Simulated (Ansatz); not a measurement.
# N on Mo(100): change of the work function, part 4 of 4

How does N on the hollow site change the work function of Mo(100) as the layer fills?

Ansatz 0.2.0; plane-wave DFT, PBE, Ansatz PAW.

So far, work function, upper face (eV): step 2 (the clean slab) 3.83; step 3 (37 atoms, coverage 0.111 ML, cell 3x3) 3.80; step 4 (17 atoms, coverage 0.25 ML, cell 2x2) 3.85.

## 5. Adsorbate added, k-mesh 6×6×1, coverage 0.5 ML (continued)

The density of states has structure finer than the step of the table below, so its rows give means over 0.25 eV. Peaks (eV: height): -5.140: 49.9, -2.650: 42.8, -0.360: 42.8, 0.840: 44.8, 1.260: 47.0, 1.350: 43.6, 1.410: 48.3.

Density of states against energy, zero at the Fermi level; means over each step:

```tsv
energy (eV)	density of states (states/eV a cell)
-6.75	0
-6.50	0.191
-6.25	3.56
-6.00	6.40
-5.75	7.25
-5.50	2.93
-5.25	9.01
-5.00	12.0
-4.75	12.5
-4.50	11.6
-4.25	15.5
-4.00	18.1
-3.75	14.1
-3.50	9.11
-3.25	22.9
-3.00	32.9
-2.75	24.4
-2.50	23.4
-2.25	22.1
-2.00	14.2
-1.75	22.3
-1.50	19.9
-1.25	15.6
-1.00	14.7
-0.75	21.6
-0.50	22.4
-0.25	17.6
0.00	13.6
0.25	10.7
0.50	20.6
0.75	20.8
1.00	26.9
1.25	37.3
```

The relaxation took 4 steps and lowered the energy by 1.3 eV; the largest force on the free atoms ends at 0.018 eV/Å.

The covered face has 3.60 eV, -0.23 eV against the clean one; the bare back face has moved by +0.06 eV, a measure of how thin the slab is.

## 6. The covered slab, k-mesh 12×12×1, coverage 1 ML

System of this step: Mo4N (N/Mo(100)). The cell holds 5 atoms: 4 Mo and 1 N. Its edges and angles: a = 3.150 Å, b = 3.150 Å, c = 23.239 Å, α = 90.0°, β = 90.0°, γ = 90.0°. Vacuum lies along c.

Another coverage, to see how the dipoles act on each other as their distance changes.

Contents of input.yaml:

```yaml
crystal:
  lattice:
    - [3.15, 0.0, 0.0]
    - [0.0, 3.15, 0.0]
    - [0.0, 0.0, 23.2388020955]
  atoms:
    - { symbol: Mo, position: [0.5, 0.5, 0.3872833016] }
    - { symbol: Mo, position: [0.0, 0.0, 0.4550578793] }
    - { symbol: Mo, position: [0.5, 0.5, 0.5257143542] }
    - { symbol: Mo, position: [0.0, 0.0, 0.5851780234] }
    - { symbol: "N", position: [0.5, 0.5, 0.6127166984] }
kpoints:
  mp_grid: { grid: [12, 12, 1] }
hamiltonian:
  xc: pbe
scf:
  occupations: { method: fermi_dirac, width: 0.1 }
  convergence: { dr2_threshold: 1.0e-08 }
efield:
  axis: 3
  dipole_correction: true
  ramp_position: 0.97
  ramp_width: 0.06
relax:
  f_tol: 0.02
  max_steps: 60
  constraints: [{ sites: [0, 1] }]
output:
  write_potential: true
  write_density: true
  volumetric_format: npy
```

Command:

```bash
$ ansatz run input.yaml --threads 4 --pin off --max-ram 16384MiB --backend cpu --events-out ev --progress --plain --runs-dir out
```

Output:

```text
[...]
Crystal: 5 atoms, lattice volume = 230.587 Å³
Basis set: ecut = 420 eV, 4565 PW (Γ), exchange–correlation on 48×48×320 points (8 copies of the dense FFT grid, shifted against one another)
Bands: 37, of which v1, the nominal top of the filled ones, is band 31 counted from 1 (30 counted from 0)
Symmetry: 8 space group operations
[...]
F+E_penalty+E_count = -20205.77133509 eV   max|allowed force component| = 3.562e-3 eV/Å
  atoms:
    - { symbol: Mo, position: [0.500000, 0.500000, 0.387283] }
    - { symbol: Mo, position: [0.0, 0.0, 0.455058] }
    - { symbol: Mo, position: [0.500000, 0.500000, 0.522167] }
    - { symbol: Mo, position: [0, 0.0, 0.598703] }
    - { symbol: N, position: [0.500000, 0.500000, 0.609554] }
[key lines of the parts left out:]
SCF converged after 6 iterations
Free energy (F): -20205.771335 eV
Fermi energy:    3.472219 eV
Dipole field:    D = 0.015207 V/Å  (p = 0.019379 e·Å, saw-weighted, corrected)
Work function:   Φ+ = 3.6279 eV   Φ− = 3.9813 eV
```

Elapsed: 32 s, on 4 threads of Arm Neoverse V1, shared host; peak memory 0.6 GiB.

Relaxation path:

```tsv
step	energy less that of the first step (eV)	largest force component (eV/Å)
1	0.0000	4.6989
2	-0.8510	1.0788
3	-0.9064	0.4872
4	-0.9158	0.2684
5	-0.9186	0.0247
6	-0.9186	0.0036
```

Forces are held to the 8 operations that the program found; a distortion that breaks them can't arise in this run.

The atoms that moved most (Å):

```tsv
atom	dx	dy	dz	length
Mo4	0.000	0.000	0.314	0.314
Mo3	0.000	0.000	-0.082	0.082
N5	0.000	0.000	-0.073	0.073
```

Final coordinates:

```cif
data_structure
_symmetry_space_group_name_H-M 'P 1'
_symmetry_Int_Tables_number 1
_cell_length_a 3.1500
_cell_length_b 3.1500
_cell_length_c 23.2388
_cell_angle_alpha 90.000
_cell_angle_beta 90.000
_cell_angle_gamma 90.000
_cell_volume 230.59
loop_
_atom_site_label
_atom_site_type_symbol
_atom_site_fract_x
_atom_site_fract_y
_atom_site_fract_z
_atom_site_occupancy
Mo1 Mo 0.50000 0.50000 0.38728 1
Mo2 Mo 0.00000 0.00000 0.45506 1
Mo3 Mo 0.50000 0.50000 0.52217 1
Mo4 Mo 0.00000 0.00000 0.59870 1
N5 N 0.50000 0.50000 0.60955 1
```

Running mean over 1.575 Å of the planar mean; the ramp of the sawtooth is left out. The electron's electrostatic potential energy less the Fermi level by z:

```tsv
z (Å)	electron's electrostatic potential energy less the Fermi level (eV)
3.0	3.98
3.5	3.98
4.0	3.98
4.5	3.98
5.0	3.97
5.5	3.95
6.0	3.89
6.5	3.72
7.0	3.23
7.5	1.68
8.0	-2.53
8.5	-8.17
9.0	-11.5
9.5	-12.3
10.0	-12.5
10.5	-12.7
11.0	-13.0
11.5	-13.1
12.0	-12.7
12.5	-11.6
13.0	-11.5
13.5	-14.5
14.0	-15.9
14.5	-11.8
15.0	-3.83
15.5	1.71
16.0	3.17
16.5	3.50
17.0	3.59
17.5	3.62
18.0	3.62
18.5	3.63
19.0	3.63
19.5	3.63
20.0	3.63
```

The relaxation took 6 steps and lowered the energy by 0.92 eV; the largest force on the free atoms ends at 0.0036 eV/Å.

The covered face has 3.63 eV, -0.20 eV against the clean one; the bare back face has moved by +0.12 eV, a measure of how thin the slab is.

## 7. Work function against coverage

This step: plane-wave DFT, PBE, Ansatz PAW; work function against coverage (Ansatz 0.2.0).

The runs are now put side by side.

Numbers from this step:

- work function of the clean face: 3.830 eV
- largest change of the work function: -0.2269 eV

Work function of the covered face against coverage:

```tsv
coverage (adsorbates/nm²)	work function of the covered face (eV)
0.00	3.83
1.12	3.80
2.52	3.85
5.04	3.60
10.08	3.63
```

The dipole per adsorbate comes from the change of the cell's dipole. Coverage, by row:

```tsv
coverage (1/nm²)	coverage (ML)	work function (eV)	change (eV)	dipole per adsorbate, positive end outwards (debye)	mean height of the added atoms over the highest substrate atom (Å)
1.12	0.1111	3.801	-0.02957	0.099	0.5713
2.52	0.25	3.854	0.02342	-0.005	0.5429
5.039	0.5	3.603	-0.2269	0.153	0.4042
10.08	1	3.628	-0.2025	0.085	0.2522
```

## 8. Results

| Item | Value |
| --- | --- |
| work function of the clean face | 3.83 eV |
| work function at 0.11 ML | 3.80 eV |
| work function at 0.25 ML | 3.85 eV |
| work function at 0.5 ML | 3.60 eV |
| work function at 1 ML | 3.63 eV |
| dipole per adsorbate at 0.11 ML, positive end outwards | 0.10 D |

At the lowest coverage N changes the work function of Mo(100) by under 0.15 eV, within the error of so thin a slab; the largest change, -0.23 eV, comes at higher coverage. The slab has 4 layers, at the tabulated experimental lattice constant, one starting site was run, and quantum-size effects of a slab this thin can reach one or two tenths of an eV.

[Long decimals in the printed logs are rounded to 6 places.]

[Logs are printed without paths, hosts, clocks, repeated set-up lines and the standing remarks that a program may print on its own settings, such as how far it seeks lower states.]

[Hosts, paths, dates, database ids (printed as entryN), source tags and the programs' standing remarks are cut or masked in the printed files.]

[Maps of the electrostatic potential energy from Ansatz leave out the sawtooth potential of an applied field or a dipole correction, so their vacuum need not be flat; planar profiles and work functions include it.]

[The density of states shown here was stored with 400 of the rows of the run's finer table, so its peaks can read low, often by over a quarter, or be missed, and its means over a window can be off by a tenth or more.]
